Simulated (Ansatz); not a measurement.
# Ag wire along [110], 5 atoms a period: bands by functional and under strain, part 3 of 3

What gap, if any, does the Ag wire along [110], 5 atoms a period have, and how does it change with the functional and under strain?

Ansatz 0.2.0; DFT PBE, plane waves, PAW; relaxation of a wire's period (the session's first sound run).

So far. Step 5 (Levels at the same atoms, level PBEsol, cutoff 420 eV): Bands cross the Fermi level, as under PBE at the relaxed period. Step 6 (Levels at the same atoms, level r2SCAN, cutoff 500 eV): Bands cross the Fermi level, as under PBE at the relaxed period.

### Step 7. With spin-orbit coupling

This step: DFT PBE, plane waves, fully relativistic PAW; bands of a perfect wire with spin-orbit coupling (Ansatz 0.2.0).

Spin-orbit coupling mixes the spins and splits bands that cross or touch without it, so it can open or close channels. Fully relativistic datasets take the place of the scalar ones. Against the first PBE run of this kind, the mesh along the wire has 18 points against 29.

The input, input.yaml:

```yaml
crystal:
  lattice:
    - [10.95, 0.0, 0.0]
    - [0.0, 11.202, 0.0]
    - [0.0, 0.0, 2.7979716471]
  atoms:
    - { symbol: Ag, position: [0.615873994, 0.730742212, 0.0] }
    - { symbol: Ag, position: [0.432919517, 0.422987001, 0.0] }
    - { symbol: Ag, position: [0.409037841, 0.641625334, 0.5] }
    - { symbol: Ag, position: [0.583322154, 0.260118237, 0.5] }
    - { symbol: Ag, position: [0.648344211, 0.50995951, 0.5] }
kpoints:
  mp_grid: { grid: [1, 1, 18] }
  band_path: { path: ["Γ", Z], npoints: 50 }
scf:
  occupations: { method: fermi_dirac, width: 0.05 }
hamiltonian:
  xc: pbe
  pseudopotentials: { kind: paw_fr }
magnetization:
  noncollinear: true
  spin_orbit: true
```

Command:

```bash
ansatz run input.yaml --threads 8 --pin off --max-ram 16384MiB --backend cpu --events-out ev --progress --plain --runs-dir out
```

Numbers of over 12 decimals in the logs are rounded to 6 here.

What it wrote:

```text
[...]
non-collinear run that drives no moment, with spin-orbit: no starting moment large enough to seed its density (crystal.atoms[].spin), no starting occupations that ask for one, no magnetisation constraint and no magnetic field, so the semilocal B_xc is pinned to zero
Crystal: 5 atoms, lattice volume = 343.205 Å³
Basis set: ecut = 420 eV, 6757 PW (Γ)
Bands: 114, of which v1, the nominal top of the filled ones, is band 95 counted from 1 (94 counted from 0)
Symmetry: 2 space group operations + 2 with time reversal
[...]
k-points: 10 of 18
Projection manifold: j_resolved (fully-relativistic pseudo-atomic orbitals)
[...]
SCF iter   1: F=—  HF=-37962.083524 eV  |F-HF|=—  |Δ(HF+E_count)|=         —  Δρ=2.47e-2  dr2=2.90e0  dr2_m=0.00e0 (ungated)  ethr=2.96e-3  |M|=0.00e0 ∫|m|=0.00e0 μB  |m|>n=0.0e0 m-floor=0.0e0 τ_xc=0.0e0  β_m=1.00  ⟨swp⟩=4.1  Hψ=7617  notcnv=0  defer=2
[...]
spin=Noncollinear: LDOS preconditioning applied to the charge; magnetization (m_x, m_y, m_z) channels mix plain (no charge-response kernel on spin).
SCF iter   2: F=—  HF=-37963.009538 eV  |F-HF|=—  |Δ(HF+E_count)|=   9.26e-1  Δρ=3.85e-2  dr2=5.59e0  dr2_m=0.00e0 (ungated)  ethr=2.96e-3  |M|=0.00e0 ∫|m|=0.00e0 μB  |m|>n=0.0e0 m-floor=0.0e0 τ_xc=0.0e0  β_m=0.51  ⟨swp⟩=3.6  Hψ=2612  notcnv=0  defer=32
[...]
SCF iter  10: F=-37961.345325 eV  HF=-37961.345325 eV  |F-HF|=1.46e-11  |Δ(HF+E_count)|=   7.93e-8  Δρ=2.15e-6  dr2=2.15e-8  dr2_m=0.00e0 (ungated)  ethr=1.05e-10  |M|=0.00e0 ∫|m|=0.00e0 μB  |m|>n=0.0e0 m-floor=0.0e0 τ_xc=0.0e0  ⟨swp⟩=2.9  Hψ=2494  notcnv=0
SCF 1 converged in 10 iterations: F = -37961.345325 eV  dr2 = 2.15e-8
[...]
SCF converged after 10 iterations
Magnetization: |M| = 0.0000 μB,  M = (+0.0000, +0.0000, +0.0000) μB
Absolute magnetization: 0.0000 μB (∫|m|)
  site 0: m = (+0.0000, +0.0000, +0.0000) μB, |m| = 0.0000 μB  (R = 1.15 Å)
  site 1: m = (+0.0000, +0.0000, +0.0000) μB, |m| = 0.0000 μB  (R = 1.15 Å)
  site 2: m = (+0.0000, +0.0000, +0.0000) μB, |m| = 0.0000 μB  (R = 1.15 Å)
  site 3: m = (+0.0000, +0.0000, +0.0000) μB, |m| = 0.0000 μB  (R = 1.15 Å)
  site 4: m = (+0.0000, +0.0000, +0.0000) μB, |m| = 0.0000 μB  (R = 1.15 Å)
Free energy (F): -37961.345325 eV
[...]
Internal energy: -37961.332154 eV  (E = F + TS)
E sigma→0 (E₀):  -37961.338739 eV
Entropy (-TS):   -0.013171 eV (-2.634 meV/atom)
Fermi energy:    1.077055 eV
[...]
--- Band table (eV; the first three rows and the last of 10) ---
  k-point 0: bands = [... 91 lower, -1.5063, -1.4984, -1.4984, -0.3921, -0.3921, 0.6106, 0.6106, 1.5332, ... 15 higher]
  k-point 1: bands = [... 91 lower, -1.5475, -1.4100, -1.3804, -0.3203, -0.3191, 0.6854, 0.6949, 1.6091, ... 15 higher]
  k-point 2: bands = [... 91 lower, -1.6463, -1.2160, -1.1877, -0.1203, -0.1193, 0.9045, 0.9192, 1.8307, ... 15 higher]
  k-point 9: bands = [... 91 lower, 2.0572, 2.2315, 2.2315, 3.1814, 3.1814, 3.2808, 3.2808, 4.6194, ... 15 higher]
```

Elapsed: 48 s, on 8 threads of Intel Xeon Platinum 8488C (Sapphire Rapids), shared host; peak memory 4.4 GiB.

This step gave:

```yaml
energy_at_zero_smearing: -37961.3387 eV
```

The electronic bands at the labelled points (eV, zero at the Fermi level):

```
  point  band 93  band 94  band 95  band 96  band 97  band 98  band 99  band 100
      Γ    -2.58    -2.58    -1.47    -1.47    -0.47    -0.47     0.46      0.46
halfway    -1.46    -1.44    -0.27    -0.27     0.84     0.86     1.80      1.81
      Z     1.15     1.15     2.10     2.10     2.20     2.20     3.54      3.54
```

Bands cross the Fermi level, as under PBE at the relaxed period, with no moment.

### Step 8. Strain along the wire, period over the relaxed period 1.06

This step: DFT PBE, plane waves, PAW; relaxation at a fixed period (Ansatz 0.2.0).

The period is set to 1.06 times the relaxed one and the atoms relax within it: strain changes bond lengths and angles, which shifts the bands against each other. Against the first PBE run of this kind, the mesh along the wire has 21 points against 29.

The cell differs from the one that the last finished run ended in (c 2.798 → 2.966 Å).

Edit input.yaml of step 7 so:

```diff
@@ -4,3 +4,3 @@
     - [0.0, 11.202, 0.0]
-    - [0.0, 0.0, 2.7979716471]
+    - [0.0, 0.0, 2.965849946]
   atoms:
@@ -12,3 +12,3 @@
 kpoints:
-  mp_grid: { grid: [1, 1, 18] }
+  mp_grid: { grid: [1, 1, 21] }
   band_path: { path: ["Γ", Z], npoints: 50 }
@@ -18,5 +18,6 @@
   xc: pbe
-  pseudopotentials: { kind: paw_fr }
-magnetization:
-  noncollinear: true
-  spin_orbit: true
+relax:
+  max_steps: 40
+  f_tol: 0.02
+output:
+  stress: true
```

What it wrote:

```text
Warning: output.stress: scf.convergence.dr2_threshold = 1e-7 eV (the SCF's general default) is looser than the 5e-10 eV advised for a printed stress (1e-10 eV for each atom of the cell: 5). What an SCF threshold leaves in a stress goes as its square root, and in the free energy as the threshold itself, and one threshold admits the most on a small cell: [figures from the program's tests cut] Every solve of this run an [...]
[...]
Crystal: 5 atoms, lattice volume = 363.797 Å³
Basis set: ecut = 420 eV, 7053 PW (Γ), exchange–correlation on 150×150×40 points (8 copies of the dense FFT grid, shifted against one another)
Bands: 57, of which v1, the nominal top of the filled ones, is band 48 counted from 1 (47 counted from 0)
Symmetry: 2 space group operations
[...]
k-points: 11 of 21
[...]
SCF iter   1: F=—  HF=-37949.463845 eV  |F-HF|=—  |Δ(HF+E_count)|=         —  Δρ=1.52e-3  dr2=6.46e-2  ethr=1.77e-3  ⟨swp⟩=7.5  Hψ=2586  notcnv=0  defer=6
[...]
SCF iter   6: F=-37949.458715 eV  HF=-37949.458716 eV  |F-HF|=8.19e-7  |Δ(HF+E_count)|=   6.72e-6  Δρ=2.42e-5  dr2=5.88e-6  ethr=1.05e-8  ⟨swp⟩=3.1  Hψ=2402  notcnv=0
SCF 1 converged in 6 iterations: F = -37949.458715 eV  dr2 = 5.88e-6
[...]
relax step   1: F+E_penalty+E_count = -37949.45871484 eV  Δ(F+E_penalty+E_count) = +0.000e0 eV  max|allowed force component| = 2.421e-1 eV/Å  Δτ_max = 0.0000 Å  (6 SCF iters, dr2 threshold 1.00e-5 eV, accepted)
[...]
SCF iter   6: F=-37949.486102 eV  HF=-37949.486103 eV  |F-HF|=8.10e-7  |Δ(HF+E_count)|=   1.41e-7  Δρ=1.76e-5  dr2=1.30e-6  ethr=3.85e-9  ⟨swp⟩=5.0  Hψ=2143  notcnv=0
SCF 2 converged in 6 iterations: F = -37949.486102 eV  dr2 = 1.30e-6
relax step   2: F+E_penalty+E_count = -37949.48610212 eV  Δ(F+E_penalty+E_count) = -2.739e-2 eV  max|allowed force component| = 9.677e-2 eV/Å  Δτ_max = 0.0846 Å  (6 SCF iters, dr2 threshold 3.66e-6 eV, accepted)
SCF iter   1: F=—  HF=-37949.489303 eV  |F-HF|=—  |Δ(HF+E_count)|=         —  Δρ=3.84e-4  dr2=4.64e-4  ethr=5.33e-6  ⟨swp⟩=3.0  Hψ=1585  notcnv=0  defer=21
[...]
SCF iter   5: F=-37949.488796 eV  HF=-37949.488797 eV  |F-HF|=3.18e-7  |Δ(HF+E_count)|=   1.17e-6  Δρ=6.16e-6  dr2=4.52e-7  ethr=6.16e-10  ⟨swp⟩=3.0  Hψ=2494  notcnv=0
SCF 3 converged in 5 iterations: F = -37949.488796 eV  dr2 = 4.52e-7
relax step   3: F+E_penalty+E_count = -37949.48879621 eV  Δ(F+E_penalty+E_count) = -2.694e-3 eV  max|allowed force component| = 1.159e-2 eV/Å  Δτ_max = 0.0210 Å  (5 SCF iters, dr2 threshold 5.85e-7 eV, accepted)
[...]
SCF iter   3: F=-37949.488796 eV  HF=-37949.488797 eV  |F-HF|=6.18e-8  |Δ(HF+E_count)|=   4.67e-9  Δρ=4.01e-6  dr2=7.28e-8  ethr=1.05e-10  ⟨swp⟩=4.1  Hψ=2029  notcnv=0
SCF 4 converged in 3 iterations: F = -37949.488796 eV  dr2 = 7.28e-8
relax step   4: F+E_penalty+E_count = -37949.48879646 eV  Δ(F+E_penalty+E_count) = -2.514e-7 eV  max|allowed force component| = 1.160e-2 eV/Å  Δτ_max = 0.0000 Å  (3 SCF iters, accepted)
[...]
the band table was solved once a step of the walk had ended and its energy, with any forces and stress, was formed, with the checks that follow a solve (3058 applications of the Hamiltonian). They found nothing against the state; the energy, forces and stress were not computed again (output.eigenvalues in the input reference)
[...]
SCF converged after 3 iterations
Free energy (F): -37949.488796 eV
[...]
Internal energy: -37949.464031 eV  (E = F + TS)
E sigma→0 (E₀):  -37949.476414 eV
Entropy (-TS):   -0.024765 eV (-4.953 meV/atom)
Fermi energy:    0.821573 eV
[...]
--- Forces (eV/Å), atoms counted from 1 ---
  atom   1  Ag    -0.00274684    -0.01160262     0.00000000
  atom   2  Ag     0.01030447    -0.00103226     0.00000000
  atom   3  Ag    -0.00387517     0.00401712     0.00000000
  atom   4  Ag    -0.00713539     0.00583825     0.00000000
  atom   5  Ag     0.00345749     0.00279048     0.00000000
  max |Σ_I F_I| component: 1.10e-5 eV/Å
--- Stress (GPa, compression-positive) ---
        0.026377      -0.002645       0.000000
       -0.002645      -0.155982       0.000000
        0.000000       0.000000      -1.554312
  P = ⅓ Tr σ = -0.5613 GPa (-5.613 kbar)
--- Band table (eV; the first three rows and the last of 11) ---
  k-point 0: bands = [... 44 lower, -2.0125, -1.8776, -1.7271, -0.5444, 0.4989, 1.4617, 2.2464, 3.0211, ... 5 higher]
  k-point 1: bands = [... 44 lower, -2.0530, -1.9191, -1.6550, -0.4992, 0.5494, 1.5112, 2.3147, 3.0880, ... 5 higher]
  k-point 2: bands = [... 44 lower, -2.1155, -1.9906, -1.5037, -0.3688, 0.6950, 1.6554, 2.5116, 3.2836, ... 5 higher]
  k-point 10: bands = [... 44 lower, -1.9046, 0.8580, 1.8370, 2.3170, 2.9088, 3.8854, 4.4172, 4.9213, ... 5 higher]
--- Relaxed structure (4 steps of the walk, 4 accepted, 0 SCFs on fresh bases) ---
  F+E_penalty+E_count = -37949.48879646 eV   max|allowed force component| = 1.160e-2 eV/Å
  atoms:
    - { symbol: Ag, position: [0.613165, 0.724548, 0.0] }
    - { symbol: Ag, position: [0.437351, 0.426034, 0.0] }
    - { symbol: Ag, position: [0.410373, 0.639245, 0.500000] }
    - { symbol: Ag, position: [0.581445, 0.264917, 0.500000] }
    - { symbol: Ag, position: [0.647164, 0.510689, 0.500000] }
```

Run time: 9.7 s. Hardware: 8 threads; peak memory 1.4 GiB.

The steps of the relaxation:

```
step  energy less that of the first step (eV)  largest force component (eV/Å)
   1                                   0.0000                          0.2421
   2                                  -0.0274                          0.0968
   3                                  -0.0301                          0.0116
   4                                  -0.0301                          0.0116
```

The run keeps the 2 symmetry operations that it works with, so distortions that break them were not tested.

The atoms that moved most (Å):

```
atom      dx      dy     dz  length
 Ag1  -0.030  -0.069  0.000   0.075
 Ag2   0.049   0.034  0.000   0.059
 Ag4  -0.021   0.054  0.000   0.058
 Ag3   0.015  -0.027  0.000   0.030
 Ag5  -0.013   0.008  0.000   0.015
```

Final coordinates:

```cif
data_structure
_symmetry_space_group_name_H-M 'P 1'
_symmetry_Int_Tables_number 1
_cell_length_a 10.9500
_cell_length_b 11.2020
_cell_length_c 2.9658
_cell_angle_alpha 90.000
_cell_angle_beta 90.000
_cell_angle_gamma 90.000
_cell_volume 363.80
loop_
_atom_site_label
_atom_site_type_symbol
_atom_site_fract_x
_atom_site_fract_y
_atom_site_fract_z
_atom_site_occupancy
Ag1 Ag 0.61316 0.72455 0.00000 1
Ag2 Ag 0.43735 0.42603 0.00000 1
Ag3 Ag 0.41037 0.63924 0.50000 1
Ag4 Ag 0.58144 0.26492 0.50000 1
Ag5 Ag 0.64716 0.51069 0.50000 1
```

This step gave:

- energy at zero smearing: -37949.4764 eV

Electronic bands along the path, in eV, zero at the Fermi level:

```
  point  band 45  band 46  band 47  band 48  band 49  band 50  band 51  band 52
      Γ    -2.83    -2.70    -2.55    -1.37    -0.32     0.64     1.42     2.20
halfway    -2.97    -2.88    -1.46    -0.28     0.87     1.84     2.99     3.80
      Z    -2.72     0.50     0.54     1.78     1.94     3.17     3.43     4.25
```

Bands cross the Fermi level, as under PBE at the relaxed period.

### Step 9. At a strained period, period over the relaxed period 1.03

The period is set to 1.03 times the relaxed one and the atoms relax within it: strain changes bond lengths and angles, which shifts the bands against each other. Against the first PBE run of this kind, the mesh along the wire has 21 points against 29.

The cell differs from the one that the last finished run ended in (c 2.966 → 2.882 Å).

Edit input.yaml of step 8 so:

```diff
@@ -4,3 +4,3 @@
     - [0.0, 11.202, 0.0]
-    - [0.0, 0.0, 2.965849946]
+    - [0.0, 0.0, 2.8819107966]
   atoms:
```

What it wrote:

```text
[...]
Crystal: 5 atoms, lattice volume = 353.501 Å³
Basis set: ecut = 420 eV, 6897 PW (Γ), exchange–correlation on 150×150×40 points (8 copies of the dense FFT grid, shifted against one another)
Bands: 57, of which v1, the nominal top of the filled ones, is band 48 counted from 1 (47 counted from 0)
Symmetry: 2 space group operations
[...]
--- Relaxed structure (3 steps of the walk, 3 accepted, 0 SCFs on fresh bases) ---
  F+E_penalty+E_count = -37949.57574342 eV   max|allowed force component| = 6.722e-3 eV/Å
  atoms:
    - { symbol: Ag, position: [0.614594, 0.727747, 0.0] }
    - { symbol: Ag, position: [0.435010, 0.424620, 0.0] }
    - { symbol: Ag, position: [0.409484, 0.640459, 0.500000] }
    - { symbol: Ag, position: [0.582397, 0.262316, 0.500000] }
    - { symbol: Ag, position: [0.648013, 0.510291, 0.500000] }
[key lines of the parts left out:]
SCF converged after 6 iterations
Free energy (F): -37949.575743 eV
Fermi energy:    0.970442 eV
P = ⅓ Tr σ = -0.4054 GPa (-4.054 kbar)
```

Run time: 8.8 s. Hardware: 8 threads; peak memory 1.4 GiB.

Relaxation path:

```
step  energy less that of the first step (eV)  largest force component (eV/Å)
   1                                   0.0000                          0.1240
   2                                  -0.0051                          0.0707
   3                                  -0.0070                          0.0067
```

Forces are held to the 2 operations that the run works with; a distortion that breaks them can't arise in this run.

The atoms that moved most (Å):

```
atom      dx      dy     dz  length
 Ag1  -0.014  -0.034  0.000   0.036
 Ag2   0.023   0.018  0.000   0.029
 Ag4  -0.010   0.025  0.000   0.027
 Ag3   0.005  -0.013  0.000   0.014
 Ag5  -0.004   0.004  0.000   0.005
```

Final coordinates:

```cif
data_structure
_symmetry_space_group_name_H-M 'P 1'
_symmetry_Int_Tables_number 1
_cell_length_a 10.9500
_cell_length_b 11.2020
_cell_length_c 2.8819
_cell_angle_alpha 90.000
_cell_angle_beta 90.000
_cell_angle_gamma 90.000
_cell_volume 353.50
loop_
_atom_site_label
_atom_site_type_symbol
_atom_site_fract_x
_atom_site_fract_y
_atom_site_fract_z
_atom_site_occupancy
Ag1 Ag 0.61459 0.72775 0.00000 1
Ag2 Ag 0.43501 0.42462 0.00000 1
Ag3 Ag 0.40948 0.64046 0.50000 1
Ag4 Ag 0.58240 0.26232 0.50000 1
Ag5 Ag 0.64801 0.51029 0.50000 1
```

Numbers from this step:

```
energy at zero smearing : -37949.5654 eV
```

Bands cross the Fermi level, as under PBE at the relaxed period.

### Step 10. A repeat with changed settings

This step: DFT LDA, plane waves, PAW; bands of a perfect wire at the PBE geometry; changed: crystal.atoms[0].symbol = "Xx", scf.max_iter = 60 (Ansatz 0.2.0).

The input of the band run (LDA) is made doubtful on purpose.

The input, input.yaml:

```yaml
crystal:
  lattice:
    - [10.95, 0.0, 0.0]
    - [0.0, 11.202, 0.0]
    - [0.0, 0.0, 2.7979716471]
  atoms:
    - { symbol: Xx, position: [0.615873994, 0.730742212, 0.0] }
    - { symbol: Ag, position: [0.432919517, 0.422987001, 0.0] }
    - { symbol: Ag, position: [0.409037841, 0.641625334, 0.5] }
    - { symbol: Ag, position: [0.583322154, 0.260118237, 0.5] }
    - { symbol: Ag, position: [0.648344211, 0.50995951, 0.5] }
kpoints:
  mp_grid: { grid: [1, 1, 22] }
  band_path: { path: ["Γ", Z], npoints: 50 }
scf:
  occupations: { method: fermi_dirac, width: 0.05 }
  max_iter: 60
hamiltonian:
  xc: lda
```

What it wrote:

```text
Error: YAML parse error: error: line 7 column 17: `Xx` is not an element symbol (H … Og, case-exact)
 --> <input>:7:17
  |
5 |     - [0.0, 0.0, 2.7979716471]
6 |   atoms:
7 |     - { symbol: Xx, position: [0.615873994, 0.730742212, 0.0] }
  |                 ^ `Xx` is not an element symbol (H … Og, case-exact)
8 |     - { symbol: Ag, position: [0.432919517, 0.422987001, 0.0] }
9 |     - { symbol: Ag, position: [0.409037841, 0.641625334, 0.5] }
  |
```

Elapsed: 0.02 s, on 8 threads; peak memory 0.027 GiB.

The program refused the input before any cycle.

The program's message: “Error: YAML parse error: error: line 7 column 17: `Xx` is not an element symbol (H … Og, case-exact)”

The change that led to it: crystal.atoms[0].symbol = "Xx".

### Step 11. A varied input: scf.mixing.algorithm = "broyden" and scf.mixing.beta = 0.2

This step: DFT LDA, plane waves, PAW; bands of a perfect wire at the PBE geometry; changed: scf.mixing.algorithm = "broyden", scf.mixing.beta = 0.2 (Ansatz 0.2.0).

The atoms of the band run (LDA) are kept and the input is varied, to see whether the result depends on it.

Edit input.yaml of step 10 so:

```diff
@@ -6,3 +6,3 @@
   atoms:
-    - { symbol: Xx, position: [0.615873994, 0.730742212, 0.0] }
+    - { symbol: Ag, position: [0.615873994, 0.730742212, 0.0] }
     - { symbol: Ag, position: [0.432919517, 0.422987001, 0.0] }
@@ -16,3 +16,3 @@
   occupations: { method: fermi_dirac, width: 0.05 }
-  max_iter: 60
+  mixing: { algorithm: broyden, beta: 0.2 }
 hamiltonian:
```

What it wrote:

```text
[...]
Crystal: 5 atoms, lattice volume = 343.205 Å³
Basis set: ecut = 420 eV, 6757 PW (Γ)
Bands: 57, of which v1, the nominal top of the filled ones, is band 48 counted from 1 (47 counted from 0)
Symmetry: 2 space group operations
[...]
k-points: 12 of 22
[...]
--- Band table (eV; the first three rows and the last of 12) ---
  k-point 0: bands = [... 44 lower, -2.0049, -1.9609, -1.9026, -0.8255, 0.1997, 1.1151, 2.0053, 2.7260, ... 5 higher]
  k-point 1: bands = [... 44 lower, -2.0788, -1.9555, -1.8491, -0.7759, 0.2537, 1.1680, 2.0823, 2.7986, ... 5 higher]
  k-point 2: bands = [... 44 lower, -2.1442, -2.0417, -1.7012, -0.6369, 0.4066, 1.3205, 2.3022, 3.0098, ... 5 higher]
  k-point 11: bands = [... 44 lower, -1.7962, 1.6152, 1.7821, 2.7547, 2.8620, 4.1791, 4.7265, 5.4653, ... 5 higher]
[key lines of the parts left out:]
SCF converged after 12 iterations
Free energy (F): -37285.834859 eV
Fermi energy:    0.640462 eV
```

Run time: 6.6 s. Hardware: 8 threads; peak memory 1.3 GiB.

This step gave:

```
energy at zero smearing : -37285.8250 eV
```

It took 6.6 s against 6.1 s for the run it varies.

### Step 12. Results

```yaml
cell_length_pbe: 2.798 Å
conductance_pbe: 4.00 G₀
gap_period_scaled_by_1p06: none
gap_period_scaled_by_1p03: none
```

Under PBE the cell's length is 2.80 Å, and it is a metal with 4 channels a spin next to the Fermi level, 4.00 G₀ at 300 K. A perfect wire passes every open channel, so the conductance counts half a G₀ for each forward-moving state at the Fermi level, spin by spin. Transport is coherent and elastic here: the atoms are frozen, so scattering by vibrations plays no part.

[Logs are printed without paths, hosts, clocks, repeated set-up lines and the standing remarks that a program may print on its own settings, such as how far it seeks lower states.]

[Hosts, paths, dates, database ids (printed as entryN), source tags and the programs' standing remarks are cut or masked in the printed files.]
